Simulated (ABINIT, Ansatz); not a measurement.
**SnGeSe3 (Pm-3m): phonons by linear response**

How does SnGeSe3 (Pm-3m) vibrate, and is this structure a minimum?

Program: ABINIT 10.8.3. Level of theory: DFT LDA, scalar-relativistic, plane waves, HGH norm-conserving pseudopotentials. Results are calculated unless marked as measured.

The structure was built from a prototype and need not be the compound's stable phase.

## (1) Set-up

Symmetry: Pm-3m, No. 221, cubic system. Conventional cell: a = 4.909 Å, b = 4.909 Å, c = 4.909 Å, α = 90.00°, β = 90.00°, γ = 90.00°. Nearest to Sn lie 12 Se at 3.47 Å. Nearest to Ge lie 6 Se at 2.45 Å. Nearest to Se lie 2 Ge at 2.45 Å. Farther neighbours and most contacts between anions are not listed.

## (2) Relaxation

The harmonic expansion needs vanishing forces, and a free crystal bears no stress, so cell and atoms are brought to rest. Stress is more sensitive to the basis than forces are: the last 3 Ha under the cutoff are smoothed with ecutsm, and the cutoff is raised above that of the later runs.

The starting cell comes from a relaxation made beforehand in Ansatz (LDA, PseudoDojo NC).

File relax.abi:

```
# relaxation
ionmov 2
optcell 2
dilatmx 1.08
ntime 40
tolmxf 1.0d-05
tolvrs 1.0d-14
prtwf 0
prtden 0
chksymtnons 0

# basis, mesh and filling
ecut 26.0
ecutsm 3.0
ixc 7
ngkpt 6 6 6
nshiftk 1
shiftk 0.0 0.0 0.0
istwfk *1
occopt 7
tsmear 0.01
nband 20
nstep 100
diemac 1000000.0
prtebands 0
prtgsr 0
useylm 1

# cell and atoms
acell 9.275899521 9.275899521 9.275899521
rprim 
    1.0 0.0 0.0
    0.0 1.0 0.0
    0.0 0.0 1.0
ntypat 3
znucl 50 32 34
natom 5
typat 1 2 3 3 3
xred 
    0.0 0.0 0.0
    0.5 0.5 0.5
    0.5 0.5 0.0
    0.5 0.0 0.5
    0.0 0.5 0.5
pp_dirpath "./pseudo"
pseudos "Sn.hgh, Ge.hgh, Se.hgh"
```

Command:

```bash
OMP_NUM_THREADS=1 mpirun -n 4 abinit relax.abi > relax.log
```

Numbers of over 12 decimals in the logs are rounded to 6 here.

relax.abo, the main output file:

```text
[banners, grids, parts of the stress and lines that vanish by symmetry left out]
- input  file    -> relax.abi
- output file    -> relax.abo
- root for input  files -> relaxi
[...]
Symmetries : space group Pm -3 m (#221); Bravais cP (primitive cubic)
[...]
mpw =        6403          nfft =      110592          nkpt =          20
[...]
== DATASET  1 ==================================================================
[...]
cutoff_energies: {ecut:  26.0, pawecutdg:  -1.0, }
[...]
Exchange-correlation functional for the present dataset will be:
  LDA: Perdew-Wang 92 LSD fit to Ceperley-Alder data - ixc=7
[...]
ETOT  1  -35.951208376014    -3.595E+01 2.735E-02 3.341E+02
 ETOT  2  -36.027704688556    -7.650E-02 2.025E-03 4.667E+01
 ETOT  3  -36.038741438601    -1.104E-02 5.744E-04 1.859E+00
 ETOT  4  -36.038979909314    -2.385E-04 4.490E-04 1.398E-02
 ETOT  5  -36.038981614236    -1.705E-06 3.639E-04 2.280E-04
[...]
At SCF step   11       vres2   =  1.42E-15 < tolvrs=  1.00E-14 =>converged.
[...]
sigma(1 1)=  7.28821267E-06  sigma(3 2)=  0.00000000E+00
  sigma(2 2)=  7.28821267E-06  sigma(3 1)=  0.00000000E+00
  sigma(3 3)=  7.28821267E-06  sigma(2 1)=  0.00000000E+00
[...]
convergence: {deltae: -2.146E-12, res2:  1.418E-15, residm:  8.903E-05, diffor: null, }
etotal    :  -3.60389816E+01
[...]
ETOT  1  -36.038981395034    -3.604E+01 3.984E-03 3.351E-02
[...]
At SCF step    9       vres2   =  1.24E-16 < tolvrs=  1.00E-14 =>converged.
[...]
sigma(1 1)=  5.93828003E-06  sigma(3 2)=  0.00000000E+00
  sigma(2 2)=  5.93828003E-06  sigma(3 1)=  0.00000000E+00
  sigma(3 3)=  5.93828003E-06  sigma(2 1)=  0.00000000E+00
[...]
convergence: {deltae:  7.958E-13, res2:  1.245E-16, residm:  1.445E-03, diffor: null, }
etotal    :  -3.60389851E+01
[...]
ETOT  1  -36.038921728375    -3.604E+01 1.421E-02 6.378E-01
[...]
ETOT  8  -36.038991884766     1.229E-12 5.559E-05 2.556E-13
 ETOT  9  -36.038991884765     1.371E-12 2.585E-05 2.456E-15
 At SCF step    9       vres2   =  2.46E-15 < tolvrs=  1.00E-14 =>converged.
[...]
sigma(1 1)= -2.91837993E-08  sigma(3 2)=  0.00000000E+00
  sigma(2 2)= -2.91837993E-08  sigma(3 1)=  0.00000000E+00
  sigma(3 3)= -2.91837993E-08  sigma(2 1)=  0.00000000E+00
[...]
convergence: {deltae:  1.371E-12, res2:  2.456E-15, residm:  2.585E-05, diffor: null, }
etotal    :  -3.60389919E+01
[...]
At Broyd/MD step   3, gradients are converged :
[...]
sigma(1 1)= -2.91837993E-08  sigma(3 2)=  0.00000000E+00
  sigma(2 2)= -2.91837993E-08  sigma(3 1)=  0.00000000E+00
  sigma(3 3)= -2.91837993E-08  sigma(2 1)=  0.00000000E+00
[...]
- sigma(1 1)= -8.58617020E-04  sigma(3 2)=  0.00000000E+00
- sigma(2 2)= -8.58617020E-04  sigma(3 1)=  0.00000000E+00
- sigma(3 3)= -8.58617020E-04  sigma(2 1)=  0.00000000E+00
[...]
fcart     -0.0000000000E+00 -0.0000000000E+00 -0.0000000000E+00
           strten     -2.9183799335E-08 -2.9183799334E-08 -2.9183799335E-08
================================================================================

[key lines of the parts left out:]
pressure_GPa:   8.5862E-04
Total energy (etotal) [Ha]= -3.60389918847651E+01
```

The job ended after 44 s (4 MPI ranks of Arm Neoverse V2, shared host; 2.9 min of CPU time).

Step by step:

| step | energy less that of the first step (eV) | largest force (eV/Å) | volume (Å³) |
| --- | --- | --- | --- |
| 1 | 0.0000 | 0.0000 | 118.27 |
| 2 | -0.0001 | 0.0000 | 118.19 |
| 3 | -0.0003 | 0.0000 | 117.85 |

| conventional cell, symmetrised | before | after | change |
| --- | --- | --- | --- |
| a (Å) | 4.909 | 4.903 | -0.1 % |
| b (Å) | 4.909 | 4.903 | -0.1 % |
| c (Å) | 4.909 | 4.903 | -0.1 % |
| volume (Å³/atom) | 23.65 | 23.57 | -0.4 % |

Final coordinates:

```xyz
5
Lattice="4.9028 0.0000 0.0000 0.0000 4.9028 0.0000 0.0000 0.0000 4.9028" Properties=species:S:1:pos:R:3 pbc="T T T"
Sn    0.0000    0.0000    0.0000
Ge    2.4514    2.4514    2.4514
Se    2.4514    2.4514    0.0000
Se    2.4514    0.0000    2.4514
Se    0.0000    2.4514    2.4514
```

Numbers from this step:

| Property | Result |
| --- | --- |
| volume per atom | 23.57 Å³ |
| pressure | 8.59e-4 GPa |
| gap on the k-mesh | 0 eV |

The volume changes by -0.4 % from the cell with which this run began.

## (3) Self-consistent run for the response

First-order wavefunctions inherit every error of the ground state, hence the very tight tolvrs. Occupations are smeared.

File gs.abi:

```
# ground state
tolvrs 1.0d-16
prtden 1
prtwf 1
prtpot 1

# basis, mesh and filling
ecut 20.0
ixc 7
ngkpt 6 6 6
nshiftk 1
shiftk 0.0 0.0 0.0
istwfk *1
occopt 7
tsmear 0.01
nband 20
nstep 100
diemac 1000000.0
prtebands 0
prtgsr 0
useylm 1

# cell and atoms
acell 9.264981191 9.264981191 9.264981191
rprim 
    1.0 0.0 0.0
    0.0 1.0 0.0
    0.0 0.0 1.0
ntypat 3
znucl 50 32 34
natom 5
typat 1 2 3 3 3
xred 
    0.0 0.0 0.0
    0.5 0.5 0.5
    0.5 0.5 0.0
    0.5 0.0 0.5
    0.0 0.5 0.5
pp_dirpath "./pseudo"
pseudos "Sn.hgh, Ge.hgh, Se.hgh"
```

Command:

```bash
OMP_NUM_THREADS=1 mpirun -n 4 abinit gs.abi > gs.log
```

gs.abo, the main output file:

```text
[banners, grids, parts of the stress and lines that vanish by symmetry left out]
- input  file    -> gs.abi
- output file    -> gs.abo
- root for input  files -> gsi
[...]
Symmetries : space group Pm -3 m (#221); Bravais cP (primitive cubic)
[...]
mpw =        3448          nfft =       64000          nkpt =          20
[...]
== DATASET  1 ==================================================================
[...]
cutoff_energies: {ecut:  20.0, pawecutdg:  -1.0, }
[...]
Exchange-correlation functional for the present dataset will be:
  LDA: Perdew-Wang 92 LSD fit to Ceperley-Alder data - ixc=7
[...]
ETOT  1  -35.948185961421    -3.595E+01 2.307E-02 1.910E+02
 ETOT  2  -36.021618602758    -7.343E-02 3.991E-03 2.641E+01
 ETOT  3  -36.032363403959    -1.074E-02 7.042E-04 9.761E-01
 ETOT  4  -36.032584039899    -2.206E-04 3.151E-04 6.580E-03
 ETOT  5  -36.032585434672    -1.395E-06 1.530E-04 1.487E-04
[...]
ETOT 11  -36.032585457127    -9.308E-13 2.250E-05 6.354E-16
 ETOT 12  -36.032585457128    -8.242E-13 1.290E-05 1.714E-18
 At SCF step   12       vres2   =  1.71E-18 < tolvrs=  1.00E-16 =>converged.
[...]
sigma(1 1)=  3.72222598E-05  sigma(3 2)=  0.00000000E+00
  sigma(2 2)=  3.72222598E-05  sigma(3 1)=  0.00000000E+00
  sigma(3 3)=  3.72222598E-05  sigma(2 1)=  0.00000000E+00
[...]
convergence: {deltae: -8.242E-13, res2:  1.714E-18, residm:  1.290E-05, diffor: null, }
etotal    :  -3.60325855E+01
[...]
sigma(1 1)=  3.72222598E-05  sigma(3 2)=  0.00000000E+00
  sigma(2 2)=  3.72222598E-05  sigma(3 1)=  0.00000000E+00
  sigma(3 3)=  3.72222598E-05  sigma(2 1)=  0.00000000E+00
[...]
- sigma(1 1)=  1.09511669E+00  sigma(3 2)=  0.00000000E+00
- sigma(2 2)=  1.09511669E+00  sigma(3 1)=  0.00000000E+00
- sigma(3 3)=  1.09511669E+00  sigma(2 1)=  0.00000000E+00
[...]
fcart     -0.0000000000E+00 -0.0000000000E+00 -0.0000000000E+00
           strten      3.7222259792E-05  3.7222259792E-05  3.7222259792E-05
================================================================================

[key lines of the parts left out:]
pressure_GPa:  -1.0951E+00
```

Elapsed: 12 s, on 4 MPI ranks.

Numbers from this step:

```
pressure : -1.095 GPa
```

The cell stands at -1.1 GPa: the relaxation ran with a smoothed and higher cutoff, and the difference is a stress of the finite basis.

(Continued in part 2 of 4.)

[Host names and launcher messages were left out of these logs when they were recorded.]

[Logs are printed without paths, hosts, clocks, repeated set-up lines and the standing remarks that a program may print on its own settings, such as how far it seeks lower states.]

[Hosts, paths, dates, database ids (printed as entryN), source tags and the programs' standing remarks are cut or masked in the printed files.]
